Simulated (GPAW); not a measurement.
Consider KCaF3 (Pm-3m).

```xyz
5
Lattice="4.4817 0.0000 0.0000 0.0000 4.4817 0.0000 0.0000 0.0000 4.4817" Properties=species:S:1:pos:R:3 pbc="T T T"
Ca    0.0000    0.0000    0.0000
K     2.2409    2.2409    2.2409
F     2.2409    0.0000    0.0000
F     0.0000    0.0000    2.2409
F     0.0000    2.2409    0.0000
```

Absorber: atom 3, with 2 Ca at 2.24 Å (linear, site symmetry 4/mmm). Method: GPAW, LDA, full core hole (charged cell), 10-atom cell with 6.3 Å between holes, 5×5×5 k points, dipole transitions, Gaussian full width 0.9 eV up to 4 eV, rising linearly to 3.5 eV at 25 eV.

Q: Where do the maxima of the F K edge fall?

Main maxima up to 24 eV above the zero (height): 2.9 eV (3.04), 5.4 eV (2.47), 8.9 eV (0.93), 14.3 eV (1.51) and 22.8 eV (1.48). A K edge sees empty p states on the absorber. The total-energy difference plus the lowest empty eigenvalue puts the zero at 689.52 eV. One term is added: -9.89 eV, since the hole is spin-paired here and a spin-polarised one costs that much less in the free atom (computed apart). The photon energy is then 679.63 eV. The functional and the charged cell's background leave an error in such absolute values: in the free atom LDA prices this hole 4.7 eV below PBE (computed apart), and PBE is itself good to a few eV.

The F K spectrum (energy from the lowest empty level; intensity scaled to a mean of 1 over the first 20 eV):

```
E (eV)  intensity
  -2.0       0.00
  -1.0       0.00
   0.0       0.01
   1.0       0.19
   2.0       1.23
   3.0       2.98
   4.0       0.78
   5.0       2.02
   6.0       1.51
   7.0       0.62
   8.0       0.78
   9.0       0.92
  10.0       0.62
  11.0       0.43
  12.0       0.56
  13.0       1.01
  14.0       1.47
  15.0       1.36
  16.0       0.97
  17.0       0.72
  18.0       0.64
  19.0       0.72
  20.0       0.95
  21.0       1.23
  22.0       1.43
  23.0       1.47
  24.0       1.44
  25.0       1.44
  26.0       1.45
  27.0       1.40
  28.0       1.30
  29.0       1.19
  30.0       1.03
  31.0       0.85
```

The holes are only 6.3 Å apart, so the shape is probably not converged with cell size; no larger cell was run here. The mesh is coarse (0.28 Å⁻¹ between points), so small maxima may be mesh ripples. Lifetime broadening is put in by hand, and intensities beyond about 20 eV depend on it and on the partial waves. The structure is a computed Materials Project entry and may be a hypothetical form.

[Banner, clock and machine lines of the logs are left out without a mark of their own.]

[Logs are printed without paths, hosts, clocks, repeated set-up lines and the standing remarks that a program may print on its own settings, such as how far it seeks lower states.]

[Hosts, paths, dates, database ids (printed as entryN), source tags and the programs' standing remarks are cut or masked in the printed files.]

[Lists of maxima count a maximum above −3 eV only where it reaches 4 % of the highest in the window and stands out from its surroundings by 2 % of it (1.5 % where it reaches 55 %); shoulders and weaker maxima are passed over, and of the rest the first, up to two pre-edge ones and the few strongest are named.]
